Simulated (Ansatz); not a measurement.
# K on Ru(0001): change of the work function, part 3 of 3

How does K on the fcc site change the work function of Ru(0001) as the layer fills?

Ansatz 0.2.0; plane-wave DFT, PBE, Ansatz PAW.

So far, work function, upper face (eV): step 2 (the clean slab) 5.05; step 3 (37 atoms, coverage 0.111 ML, cell 3x3) 2.08.

### 4. The covered slab, k-mesh 6×6×1, coverage 0.25 ML

System of this step: K/Ru(0001). The cell holds 17 atoms: 16 Ru and 1 K. Cell: a = 5.400 Å, b = 5.400 Å, c = 27.620 Å, α = 90.0°, β = 90.0°, γ = 60.0°. Vacuum lies along c.

Another coverage, to see how the dipoles act on each other as their distance changes.

input.yaml reads:

```yaml
crystal:
  lattice:
    - [5.4, 0.0, 0.0]
    - [2.7, 4.6765371804, 0.0]
    - [0.0, 0.0, 27.6204225792]
  atoms:
    - { symbol: Ru, position: [0.3333333333, 0.3333333333, 0.3258458474] }
    - { symbol: Ru, position: [0.0, 0.0, 0.4032668207] }
    - { symbol: Ru, position: [0.3333333333, 0.3333333333, 0.4813897656] }
    - { symbol: Ru, position: [0.0, 0.0, 0.5568816773] }
    - { symbol: Ru, position: [0.3333333333, 0.8333333333, 0.3258458474] }
    - { symbol: Ru, position: [0.0, 0.5, 0.4032668207] }
    - { symbol: Ru, position: [0.3333333333, 0.8333333333, 0.4813897656] }
    - { symbol: Ru, position: [0.0, 0.5, 0.5568816773] }
    - { symbol: Ru, position: [0.8333333333, 0.3333333333, 0.3258458474] }
    - { symbol: Ru, position: [0.5, 0.0, 0.4032668207] }
    - { symbol: Ru, position: [0.8333333333, 0.3333333333, 0.4813897656] }
    - { symbol: Ru, position: [0.5, 0.0, 0.5568816773] }
    - { symbol: Ru, position: [0.8333333333, 0.8333333333, 0.3258458474] }
    - { symbol: Ru, position: [0.5, 0.5, 0.4032668207] }
    - { symbol: Ru, position: [0.8333333333, 0.8333333333, 0.4813897656] }
    - { symbol: Ru, position: [0.5, 0.5, 0.5568816773] }
    - { symbol: K, position: [0.1666666667, 0.1666666667, 0.6741541526] }
kpoints:
  mp_grid: { grid: [6, 6, 1] }
hamiltonian:
  xc: pbe
scf:
  occupations: { method: fermi_dirac, width: 0.1 }
  convergence: { dr2_threshold: 1.0e-08 }
efield:
  axis: 3
  dipole_correction: true
  ramp_position: 0.97
  ramp_width: 0.06
relax:
  f_tol: 0.02
  max_steps: 60
  constraints: [{ sites: [0, 1, 4, 5, 8, 9, 12, 13] }]
output:
  dos: { projected: true, e_range: [-8, 4] }
  write_potential: true
  write_density: true
  volumetric_format: npy
  elf: true
```

Launch:

```console
$ ansatz run input.yaml --threads 4 --pin off --max-ram 16384MiB --backend cpu --events-out ev --progress --plain --runs-dir out
```

Log:

```text
[...]
Crystal: 17 atoms, lattice volume = 697.507 Å³
Basis set: ecut = 420 eV, 13503 PW (Γ), exchange–correlation on 80×80×384 points (8 copies of the dense FFT grid, shifted against one another)
Bands: 159, of which v1, the nominal top of the filled ones, is band 133 counted from 1 (132 counted from 0)
Symmetry: 6 space group operations
[...]
k-points: 7 of 36 (time reversal used)
[...]
SCF iter   1: F=—  HF=-95589.847001 eV  |F-HF|=—  |Δ(HF+E_count)|=         —  Δρ=1.13e-2  dr2=9.85e0  ethr=1.77e-3  p=0.438 e·Å  D=1.14e-1 V/Å  ΔV_dip=-3.14 eV  dr2_dipole=3.37e0  V_vac-E_F(+/−)=1.68/4.82 eV  ⟨swp⟩=7.7  Hψ=4518  notcnv=0
[...]
SCF iter  12: F=-95589.720265 eV  HF=-95589.720265 eV  |F-HF|=8.59e-10  |Δ(HF+E_count)|=   1.97e-8  Δρ=3.99e-7  dr2=3.66e-9  ethr=3.77e-12  p=0.435 e·Å  D=1.13e-1 V/Å  ΔV_dip=-3.11 eV  dr2_dipole=1.36e-9  V_vac-E_F(+/−)=1.97/5.08 eV  ⟨swp⟩=10.4  Hψ=7864  notcnv=0
SCF 1 converged in 12 iterations: F = -95589.720265 eV  dr2 = 3.66e-9
[...]
relax step   1: F+E_penalty+E_count = -95589.72026480 eV  Δ(F+E_penalty+E_count) = +0.000e0 eV  max|allowed force component| = 4.237e-1 eV/Å  Δτ_max = 0.0000 Å  (12 SCF iters, accepted)
[...]
SCF iter  10: F=-95589.753501 eV  HF=-95589.753501 eV  |F-HF|=1.25e-9  |Δ(HF+E_count)|=   1.03e-8  Δρ=5.17e-7  dr2=4.11e-9  ethr=3.77e-12  p=0.445 e·Å  D=1.15e-1 V/Å  ΔV_dip=-3.19 eV  dr2_dipole=6.96e-10  V_vac-E_F(+/−)=1.90/5.08 eV  ⟨swp⟩=11.0  Hψ=7965  notcnv=0
SCF 2 converged in 10 iterations: F = -95589.753501 eV  dr2 = 4.11e-9
relax step   2: F+E_penalty+E_count = -95589.75350086 eV  Δ(F+E_penalty+E_count) = -3.324e-2 eV  max|allowed force component| = 3.562e-1 eV/Å  Δτ_max = 0.0785 Å  (10 SCF iters, accepted)
SCF iter   1: F=—  HF=-95589.806941 eV  |F-HF|=—  |Δ(HF+E_count)|=         —  Δρ=2.62e-3  dr2=3.84e-1  ethr=4.22e-4  p=0.445 e·Å  D=1.15e-1 V/Å  ΔV_dip=-3.19 eV  dr2_dipole=3.75e-2  V_vac-E_F(+/−)=1.91/5.10 eV  ⟨swp⟩=5.6  Hψ=2557  notcnv=0
[...]
SCF iter  11: F=-95589.796584 eV  HF=-95589.796584 eV  |F-HF|=2.60e-9  |Δ(HF+E_count)|=   7.42e-9  Δρ=4.88e-7  dr2=3.71e-9  ethr=3.77e-12  p=0.473 e·Å  D=1.23e-1 V/Å  ΔV_dip=-3.39 eV  dr2_dipole=8.53e-12  V_vac-E_F(+/−)=1.69/5.08 eV  ⟨swp⟩=10.4  Hψ=7796  notcnv=0
SCF 3 converged in 11 iterations: F = -95589.796584 eV  dr2 = 3.71e-9
relax step   3: F+E_penalty+E_count = -95589.79658395 eV  Δ(F+E_penalty+E_count) = -4.308e-2 eV  max|allowed force component| = 6.613e-2 eV/Å  Δτ_max = 0.1945 Å  (11 SCF iters, accepted)
[...]
relax step   4: F+E_penalty+E_count = -95589.79799505 eV  Δ(F+E_penalty+E_count) = -1.411e-3 eV  max|allowed force component| = 4.016e-2 eV/Å  Δτ_max = 0.0543 Å  (8 SCF iters, accepted)
SCF iter   1: F=—  HF=-95589.797749 eV  |F-HF|=—  |Δ(HF+E_count)|=         —  Δρ=4.19e-4  dr2=3.95e-3  ethr=1.20e-5  p=0.479 e·Å  D=1.24e-1 V/Å  ΔV_dip=-3.43 eV  dr2_dipole=1.05e-3  V_vac-E_F(+/−)=1.65/5.08 eV  ⟨swp⟩=2.1  Hψ=1910  notcnv=0
[...]
SCF iter   8: F=-95589.798764 eV  HF=-95589.798764 eV  |F-HF|=1.28e-9  |Δ(HF+E_count)|=   1.39e-8  Δρ=3.30e-7  dr2=2.49e-9  ethr=3.77e-12  p=0.477 e·Å  D=1.24e-1 V/Å  ΔV_dip=-3.42 eV  dr2_dipole=7.22e-10  V_vac-E_F(+/−)=1.67/5.08 eV  ⟨swp⟩=10.9  Hψ=8073  notcnv=0
SCF 5 converged in 8 iterations: F = -95589.798764 eV  dr2 = 2.49e-9
relax step   5: F+E_penalty+E_count = -95589.79876367 eV  Δ(F+E_penalty+E_count) = -7.686e-4 eV  max|allowed force component| = 5.256e-3 eV/Å  Δτ_max = 0.0184 Å  (8 SCF iters, accepted)
[...]
WARN: The output density's exchange-correlation potential varies sharply where the density is thin. Do not read a vacuum level from v_tot or v_xc, or from such a field of the output density. On a cell that repeats whose density bears no net charge and no dipole along the vacuum's axis use v_es (v_loc + v_h of the components); under efield.dipole_correction with no amplitude use v_es + v_field, which holds any externa [...]
SCF converged after 8 iterations
Free energy (F): -95589.798764 eV
[...]
Internal energy: -95589.167235 eV  (E = F + TS)
E sigma→0 (E₀):  -95589.482999 eV
Entropy (-TS):   -0.631529 eV (-37.149 meV/atom)
Fermi energy:    5.526646 eV
Dipole field:    D = 0.123760 V/Å  (p = 0.477055 e·Å, saw-weighted, corrected)
Work function:   Φ+ = 1.6661 eV   Φ− = 5.0846 eV
[...]
--- Forces (eV/Å), atoms counted from 1 ---
  atom   1  Ru    -0.00065377    -0.00037745     0.43105183
  atom   2  Ru     0.03752720     0.02166634    -0.42790392
  atom   3  Ru     0.00049766     0.00028732    -0.00131917
  atom   4  Ru    -0.00251754    -0.00145350    -0.00074457
  atom   5  Ru     0.00000000     0.00075491     0.43105183
  atom   6  Ru    -0.00000000    -0.04333268    -0.42790392
  atom   7  Ru    -0.00000000    -0.00057465    -0.00131917
  atom   8  Ru     0.00000000     0.00290700    -0.00074457
  atom   9  Ru     0.00065377    -0.00037745     0.43105183
  atom  10  Ru    -0.03752720     0.02166634    -0.42790392
  atom  11  Ru    -0.00049766     0.00028732    -0.00131917
  atom  12  Ru     0.00251754    -0.00145350    -0.00074457
  atom  13  Ru     0.00000000     0.00000000     0.42518948
  atom  14  Ru    -0.00000000    -0.00000000    -0.43993010
  atom  15  Ru    -0.00000000    -0.00000000     0.00525631
  atom  16  Ru     0.00000000     0.00000000     0.00287240
  atom  17  K      0.00000000    -0.00000000     0.00332711
  max |Σ_I F_I| component: 3.23e-5 eV/Å
--- Band table (eV; the first three rows and the last of 7) ---
  k-point 0: bands = [... 129 lower, 5.6980, 5.7572, 6.4669, 6.4852, 6.4852, 6.5295, 6.5295, 6.5518, ... 22 higher]
  k-point 1: bands = [... 129 lower, 5.6373, 5.6861, 5.9793, 6.0764, 6.0918, 6.2861, 6.3685, 6.4012, ... 22 higher]
  k-point 2: bands = [... 129 lower, 5.2047, 5.2115, 5.2657, 5.5405, 5.7956, 5.8381, 5.8574, 5.8699, ... 22 higher]
  k-point 6: bands = [... 129 lower, 5.0308, 5.0517, 5.1766, 5.1946, 5.1973, 5.7152, 5.7424, 5.7705, ... 22 higher]
--- Relaxed structure (5 steps of the walk, 5 accepted, 0 SCFs on fresh bases) ---
  F+E_penalty+E_count = -95589.79876367 eV   max|allowed force component| = 5.256e-3 eV/Å
  atoms:
    - { symbol: Ru, position: [0.333333, 0.333333, 0.325846] }
    - { symbol: Ru, position: [2.666712e-17, 2.666712e-17, 0.403267] }
    - { symbol: Ru, position: [0.333673, 0.333673, 0.481251] }
    - { symbol: Ru, position: [-0.00209258, -0.00209258, 0.556661] }
    - { symbol: Ru, position: [0.333333, 0.833333, 0.325846] }
    - { symbol: Ru, position: [5.551115e-17, 0.5, 0.403267] }
    - { symbol: Ru, position: [0.333673, 0.832655, 0.481251] }
    - { symbol: Ru, position: [-0.00209258, 0.504185, 0.556661] }
    - { symbol: Ru, position: [0.833333, 0.333333, 0.325846] }
    - { symbol: Ru, position: [0.500000, 2.666712e-17, 0.403267] }
    - { symbol: Ru, position: [0.832655, 0.333673, 0.481251] }
    - { symbol: Ru, position: [0.504185, -0.00209258, 0.556661] }
    - { symbol: Ru, position: [0.833333, 0.833333, 0.325846] }
    - { symbol: Ru, position: [0.500000, 0.5, 0.403267] }
    - { symbol: Ru, position: [0.833333, 0.833333, 0.480737] }
    - { symbol: Ru, position: [0.500000, 0.5, 0.557733] }
    - { symbol: K, position: [0.166667, 0.166667, 0.662973] }
```

It took 2.4 min on 4 threads of Arm Neoverse V1, shared host; peak memory 2.7 GiB; 9.7 min of CPU time.

The steps of the relaxation:

```tsv
step	energy less that of the first step (eV)	largest force component (eV/Å)
1	0.0000	0.4237
2	-0.0332	0.3562
3	-0.0763	0.0661
4	-0.0777	0.0402
5	-0.0785	0.0053
```

Forces are held to the 6 operations that the program found; a distortion that breaks them can't arise in this run.

The atoms that moved most (Å):

```tsv
atom	dx	dy	dz	length
K17	0.000	0.000	-0.309	0.309
Ru16	0.000	0.000	0.024	0.024
Ru12	0.017	-0.010	-0.006	0.020
Ru8	0.000	0.020	-0.006	0.020
Ru4	-0.017	-0.010	-0.006	0.020
Ru15	0.000	0.000	-0.018	0.018
```

The relaxed structure:

```cif
data_structure
_symmetry_space_group_name_H-M 'P 1'
_symmetry_Int_Tables_number 1
_cell_length_a 5.4000
_cell_length_b 5.4000
_cell_length_c 27.6204
_cell_angle_alpha 90.000
_cell_angle_beta 90.000
_cell_angle_gamma 60.000
_cell_volume 697.51
loop_
_atom_site_label
_atom_site_type_symbol
_atom_site_fract_x
_atom_site_fract_y
_atom_site_fract_z
_atom_site_occupancy
Ru1 Ru 0.33333 0.33333 0.32585 1
Ru2 Ru 0.00000 0.00000 0.40327 1
Ru3 Ru 0.33367 0.33367 0.48125 1
Ru4 Ru 0.99791 0.99791 0.55666 1
Ru5 Ru 0.33333 0.83333 0.32585 1
Ru6 Ru 0.00000 0.50000 0.40327 1
Ru7 Ru 0.33367 0.83265 0.48125 1
Ru8 Ru 0.99791 0.50419 0.55666 1
Ru9 Ru 0.83333 0.33333 0.32585 1
Ru10 Ru 0.50000 0.00000 0.40327 1
Ru11 Ru 0.83265 0.33367 0.48125 1
Ru12 Ru 0.50419 0.99791 0.55666 1
Ru13 Ru 0.83333 0.83333 0.32585 1
Ru14 Ru 0.50000 0.50000 0.40327 1
Ru15 Ru 0.83333 0.83333 0.48074 1
Ru16 Ru 0.50000 0.50000 0.55773 1
K17 K 0.16667 0.16667 0.66297 1
```

Read from the output:

| Property | Result |
| --- | --- |
| energy at zero smearing | -95589.4830 eV |
| work function, upper face | 1.666 eV |
| work function, lower face | 5.085 eV |
| dipole along the normal | 0.4771 e·Å |
| step between the vacuum levels | -3.418 eV |

Running mean over 2.138 Å of the planar mean; the ramp of the sawtooth is left out. The electron's electrostatic potential energy less the Fermi level by z:

z (Å), electron's electrostatic potential energy less the Fermi level (eV) and a bar from the least value:
```
        4        5.1 ##############################
        5        5.1 ##############################
        6        5.0 ##############################
        7        4.0 ############################
        8       -6.3 #############
        9      -14.2 ##
       10      -14.7 #
       11      -14.8 #
       12      -14.7 #
       13      -14.9 #
       14      -15.3 
       15      -14.8 #
       16      -11.5 ######
       17       -0.1 ######################
       18       -0.4 ######################
       19       -0.8 #####################
       20        0.9 ########################
       21        1.4 #########################
       22        1.6 #########################
       23        1.6 #########################
       24        1.7 #########################
```

The density of states has structure finer than the step of the table below, so its rows give means over 0.25 eV. Peaks (eV: height): -5.260: 48.2, -4.300: 45.1, -1.920: 63.2, -1.800: 43.6, -0.330: 47.9, 0.840: 56.9, 1.440: 49.3.

The density of states by energy, zero at the Fermi level; means over each step:

```tsv
energy (eV)	density of states (states/eV a cell)
-7.75	0
-7.50	0.259
-7.25	0.889
-7.00	0.902
-6.75	1.01
-6.50	1.11
-6.25	1.89
-6.00	8.34
-5.75	17.6
-5.50	19.7
-5.25	25.2
-5.00	16.8
-4.75	15.1
-4.50	24.2
-4.25	26.1
-4.00	18.1
-3.75	18.6
-3.50	17.9
-3.25	12.0
-3.00	20.1
-2.75	28.3
-2.50	21.9
-2.25	26.3
-2.00	36.2
-1.75	26.5
-1.50	29.3
-1.25	20.3
-1.00	17.0
-0.75	13.6
-0.50	19.8
-0.25	21.5
0.00	19.2
0.25	20.3
0.50	19.9
0.75	22.8
1.00	29.0
1.25	24.0
1.50	28.9
1.75	16.9
```

Projected DOS per atom over height of the atomic layer and energy from the Fermi level. Layers: Ru4 Ru4 Ru4 Ru4 K from below.

Ten even steps from '0' (0.00 states/eV) to '9' (2.41 states/eV), each cell a mean:
```
45541
57752
75462
54452
63351
63351
43341
86570
95690
65570
66660
44440
44330
56550
55550
36630
27720
03410
00000
00000
00000
00000
```
Columns: height of the atomic layer (Å) from 9 to 18.3 (not evenly spaced); rows upwards: energy from the Fermi level (eV) from -7.96 to 1.84.

Valence density in the ca plane at fractional y = 0.000, with atoms of Ru within 0.2 Å of it. It is the smooth field of the valence electrons, not physical close to the nuclei.

Ten steps, logarithmic in the rise over the least value, from '0' (0.00 × 1e0 e/Å³) to '9' (9.85 × 1e0 e/Å³), each cell a mean:
```
33335899743333347999631000000000000000000000
44334677533344335776421000000000000000000000
55433344333565433443211000000000000000000000
66433333333565433333211000000000000000000000
55433465433454334565321000000000000000000000
33335798643333346898521000000000000000000000
33336899853333347999631000000000000000000000
33335899743333347998631001110000000000000000
44334677533344335776421112321000000000000000
55433344333455433343211124542100000000000000
66433333333565433333211134542100000000000000
55433465433454334555321123432000000000000000
33335798643333336888521111211000000000000000
33336999853333347999631000000000000000000000
```
Columns run along c (16.0 Å, from fractional 0.32 to 0.90 of the cell), rows up along a (5.4 Å). Atoms in or near the plane, at fractional coordinates: Ru at (0.40, 0.00), Ru at (0.56, 0.00), Ru at (0.40, 0.50), Ru at (0.56, 0.50).

Electrostatic potential energy in the ca plane at fractional y = 0.000, with atoms of Ru within 0.2 Å of it. With pseudopotentials it is smooth inside the atoms' cores, unlike the true potential.

Ten even steps from '0' (-83 eV) to '9' (9 eV), each cell a mean:
```
99997200489999985001699999999999999999999999
88998644799988998535899999999999999999999999
67899988999767899889999999999999999999999999
66899999999767899999999999999999999999999999
78899867899878998767999999999999999999999999
99998412589999996213799999999999999999999999
99996100389999984000599999999999999999999999
99997200489999985101699999999999999999999999
88998644799988998546899999899999999999999999
67899988999867899989999998789999999999999999
66899999999766899999999997789999999999999999
77899867899878999778999998889999999999999999
99998411589999996213799999999999999999999999
99996100389999984000599999999999999999999999
```
Columns run along c (16.0 Å, from fractional 0.32 to 0.90 of the cell; values clipped at the 3rd and 97th percentile), rows up along a (5.4 Å). Atoms in or near the plane, at fractional coordinates: Ru at (0.40, 0.00), Ru at (0.56, 0.00), Ru at (0.40, 0.50), Ru at (0.56, 0.50).

ELF in the ca plane at fractional y = 0.000, with atoms of Ru within 0.2 Å of it. It is the smooth field of the valence electrons, not physical close to the nuclei.

Ten even steps from '0' (0.00) to '9' (0.86), each cell a mean:
```
33334766633323335757521100000000111100000000
32233466433232333565322221000001111100000000
44333233332344233333323322111111111100000000
55323333332354223333333322111111111100000000
33233344333333233454222221100011111100000000
32333677533322335777421210000000111100000000
33334745633333336637521100000000111110000000
33334766633333335757521001221000011110000000
32233466433232333565321026774100011110000000
44333233332344233233331049997300011110000000
55323333332354223333331159997300001110000000
33233344333333233343221038986200011110000000
32333677533322334777421003542000011110000000
33334735633333336637621100000000011110000000
```
Columns run along c (16.0 Å, from fractional 0.32 to 0.90 of the cell), rows up along a (5.4 Å). Atoms in or near the plane, at fractional coordinates: Ru at (0.40, 0.00), Ru at (0.56, 0.00), Ru at (0.40, 0.50), Ru at (0.56, 0.50).

The relaxation took 5 steps and lowered the energy by 0.078 eV; the largest force on the free atoms ends at 0.0053 eV/Å.

By hand: a sheet of dipoles makes a step −p/(ε₀A) in the electron's potential. With e/ε₀ = 180.95 V·Å, p = 0.4771 e·Å and A = 25.25 Å², that is −180.95 × (0.4771) / 25.25 = -3.418 eV, and the two vacuum levels of the run differ by -3.418 eV.

The covered face has 1.67 eV, -3.38 eV against the clean one; the bare back face has moved by +0.01 eV, a measure of how thin the slab is.

### 5. Work function against coverage

This step: plane-wave DFT, PBE, Ansatz PAW; work function against coverage (Ansatz 0.2.0).

The runs are now put side by side.

This step gave:

```
work function of the clean face     : 5.046 eV
largest change of the work function : -3.380 eV
```

The work function of the covered face by coverage:

```tsv
coverage (adsorbates/nm²)	work function of the covered face (eV)
0.00	5.05
1.76	2.08
3.96	1.67
```

The dipole per adsorbate comes from the change of the cell's dipole. Coverage, by row:

```tsv
coverage (1/nm²)	coverage (ML)	work function (eV)	change (eV)	dipole per adsorbate, positive end outwards (debye)	mean height of the added atoms over the highest substrate atom (Å)
1.76	0.1111	2.077	-2.969	4.505	2.962
3.96	0.25	1.666	-3.38	2.271	2.907
```

### 6. Outcome

| Quantity | Value |
| --- | --- |
| work function of the clean face | 5.05 eV |
| work function at 0.11 ML | 2.08 eV |
| work function at 0.25 ML | 1.67 eV |
| dipole per adsorbate at 0.11 ML, positive end outwards | 4.50 D |

K lowers the work function of Ru(0001) at the lowest coverage, by 2.97 eV: the adsorbate layer has its positive end outwards. The slab has 4 layers, at the tabulated experimental lattice constant, one starting site was run, and quantum-size effects of a slab this thin can reach one or two tenths of an eV.

[Long decimals in the printed logs are rounded to 6 places.]

[Logs are printed without paths, hosts, clocks, repeated set-up lines and the standing remarks that a program may print on its own settings, such as how far it seeks lower states.]

[Hosts, paths, dates, database ids (printed as entryN), source tags and the programs' standing remarks are cut or masked in the printed files.]

[Maps of the electrostatic potential energy from Ansatz leave out the sawtooth potential of an applied field or a dipole correction, so their vacuum need not be flat; planar profiles and work functions include it.]

[The density of states shown here was stored with 400 of the rows of the run's finer table, so its peaks can read low, often by over a quarter, or be missed, and its means over a window can be off by a tenth or more.]
